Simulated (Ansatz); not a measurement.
## MgSi (P4/mmm): relaxing the cell for a phonon run

Wanted: the relaxed cell of MgSi (P4/mmm).

Calculated with Ansatz 0.2.0; DFT PBEsol, scalar-relativistic, plane waves, norm-conserving pseudopotentials.

This is a report of a sequence of runs, with most program output left out.

**1. Starting point**

Symmetry: P4/mmm, No. 123, tetragonal system. Conventional cell: a = 2.908 Å, b = 2.908 Å, c = 4.103 Å, α = 90.00°, β = 90.00°, γ = 90.00°. Nearest to Mg lie 8 Si at 2.90 Å and 4 Mg at 2.91 Å. Nearest to Si lie 8 Mg at 2.90 Å and 4 Si at 2.91 Å. Farther neighbours are not listed.

**2. A coarse first look**

A quick single point on a coarse mesh tells whether the cell has a gap and how far it is from rest, which sets the k mesh and smearing that follow.

input.yaml reads:

```yaml
crystal:
  lattice:
    - [2.908394, 0.0, 0.0]
    - [0.0, 2.908394, 0.0]
    - [0.0, 0.0, 4.103427]
  atoms:
    - { symbol: Mg, position: [0.0, 0.0, 0.0] }
    - { symbol: Si, position: [0.5, 0.5, 0.5] }
kpoints:
  mp_grid: { grid: [6, 6, 4] }
hamiltonian:
  xc: pbesol
  pseudopotentials: { kind: nc }
scf:
  occupations: { method: gaussian, width: 0.1 }
output:
  forces: true
  stress: true
  eigenvalues: true
```

Command:

```console
> ansatz run input.yaml --threads 4 --pin off --max-ram 7168MiB --backend cpu --events-out ev --progress --plain --runs-dir out
```

Run time: 0.59 s. Hardware: 4 threads of Arm Neoverse V2, shared host; peak memory 0.33 GiB; 2.1 s of CPU time.

Numbers from this step:

```
pressure          : -0.5647 GPa
volume per atom   : 17.35 Å³
gap on the k-mesh : 0 eV
```

The coarse mesh shows no gap and a pressure of -0.6 GPa.

**3. Bringing the structure to rest**

Harmonic phonons are second derivatives at a point where the forces vanish, and they are wanted at zero stress, so atoms and cell are relaxed first.

input.yaml: that of step 2 with these lines changed.

```diff
@@ -9,3 +9,3 @@
 kpoints:
-  mp_grid: { grid: [6, 6, 4] }
+  mp_grid: { grid: [14, 14, 10] }
 hamiltonian:
@@ -19 +19,6 @@
   eigenvalues: true
+relax:
+  adjacent_minimum: "off"
+  f_tol: 0.005
+  max_steps: 80
+  cell: { stress_tol: 0.05 }
```

Wall time 23 s (4 threads); peak memory 0.59 GiB; 92 s of CPU time.

Relaxation path:

```csv
step,energy less that of the first step (eV),largest force component (eV/Å),pressure (GPa),volume (Å³)
1,0.0000,0.0000,-1.46,34.71
2,-0.0136,0.0000,0.96,33.72
3,-0.0152,0.0000,-0.05,34.16
4,-0.0153,0.0000,-0.02,34.14
5,-0.0153,0.0000,0.00,34.11
6*,-0.0153,0.0000,0.00,34.11
```

Relaxation steps marked * repeat the geometry before them on a plane-wave basis chosen anew for their cell, so energy and pressure can jump there.

The run keeps the 16 symmetry operations that it works with, so distortions that break them were not tested.

```csv
"conventional cell, symmetrised",before,after,change
a (Å),2.908,2.930,+0.7 %
b (Å),2.908,2.930,+0.7 %
c (Å),4.103,3.973,-3.2 %
volume (Å³/atom),17.35,17.05,-1.7 %
```

The relaxed structure:

```cif
data_structure
_symmetry_space_group_name_H-M 'P 1'
_symmetry_Int_Tables_number 1
_cell_length_a 2.9297
_cell_length_b 2.9297
_cell_length_c 3.9734
_cell_angle_alpha 90.000
_cell_angle_beta 90.000
_cell_angle_gamma 90.000
_cell_volume 34.11
loop_
_atom_site_label
_atom_site_type_symbol
_atom_site_fract_x
_atom_site_fract_y
_atom_site_fract_z
_atom_site_occupancy
Mg1 Mg 0.00000 0.00000 0.00000 1
Si2 Si 0.50000 0.50000 0.50000 1
```

This step gave:

* pressure: 0.001147 GPa
* volume per atom: 17.05 Å³

In this step the volume went from 17.35 to 17.05 Å³/atom.

**4. Relaxing to small forces for the phonons**

Phonons need a cell at rest on their own settings, so the relaxation is repeated with tight tolerances on forces and stress, using the mesh and the filling of the phonon run that follows.

input.yaml, the sections that differ from step 3:

```yaml
crystal:
  lattice:
    - [2.9297493252, 0.0, 0.0]
    - [0.0, 2.9297493252, 0.0]
    - [0.0, 0.0, 3.9733811054]
  atoms:
    - { symbol: Mg, position: [0.0, 0.0, 0.0] }
    - { symbol: Si, position: [0.5, 0.5, 0.5] }
kpoints:
  mp_grid: { grid: [16, 16, 12] }
scf:
  occupations: { method: methfessel_paxton, width: 0.15 }
relax:
  adjacent_minimum: "off"
  f_tol: 0.001
  max_steps: 60
  cell: { stress_tol: 0.01 }
# hamiltonian, output: as in step 3
```

The job ended after 27 s (4 threads; peak memory 0.7 GiB).

Step by step:

```csv
step,energy less that of the first step (eV),largest force component (eV/Å),pressure (GPa),volume (Å³)
1,0.0000,0.0000,0.03,34.11
2,-0.0002,0.0000,0.04,34.13
3,-0.0002,0.0000,-0.01,34.16
4,-0.0002,0.0000,0.00,34.16
5*,-0.0002,0.0000,0.00,34.16
```

Relaxation steps marked * repeat the geometry before them on a plane-wave basis chosen anew for their cell, so energy and pressure can jump there.

The run keeps the 16 symmetry operations that it works with, so distortions that break them were not tested.

```csv
"conventional cell, symmetrised",before,after,change
a (Å),2.930,2.938,+0.3 %
b (Å),2.930,2.938,+0.3 %
c (Å),3.973,3.958,-0.4 %
volume (Å³/atom),17.05,17.08,+0.2 %
```

Final coordinates:

```
Mg Si
1.0
     2.93792    0.00000    0.00000
     0.00000    2.93792    0.00000
     0.00000    0.00000    3.95766
Mg Si
1 1
Cartesian
  0.0000 0.0000 0.0000
  1.4690 1.4690 1.9788
```

Numbers from this step:

| Item | Value |
| --- | --- |
| pressure | 0.001326 GPa |
| volume per atom | 17.08 Å³ |

The forces vanish by symmetry and the pressure is 0.001 GPa, within the tolerances set. The cell now holds 17.08 Å³/atom.

**5. Results**

| Quantity | Value |
| --- | --- |
| space group after relaxation (within 0.01 Å) | P4/mmm |
| lattice constant a | 2.938 Å |
| lattice constant b | 2.938 Å |
| lattice constant c | 3.958 Å |
| volume per atom | 17.1 Å³ |

**Reading.** The forces vanish by symmetry and the pressure is 0.001 GPa, within the tolerances set. The cell now holds 17.08 Å³/atom. The relaxation keeps the symmetry of its start, so it says nothing on stability against lower symmetry.

[Logs are printed without paths, hosts, clocks, repeated set-up lines and the standing remarks that a program may print on its own settings, such as how far it seeks lower states.]

[Hosts, paths, dates, database ids (printed as entryN), source tags and the programs' standing remarks are cut or masked in the printed files.]
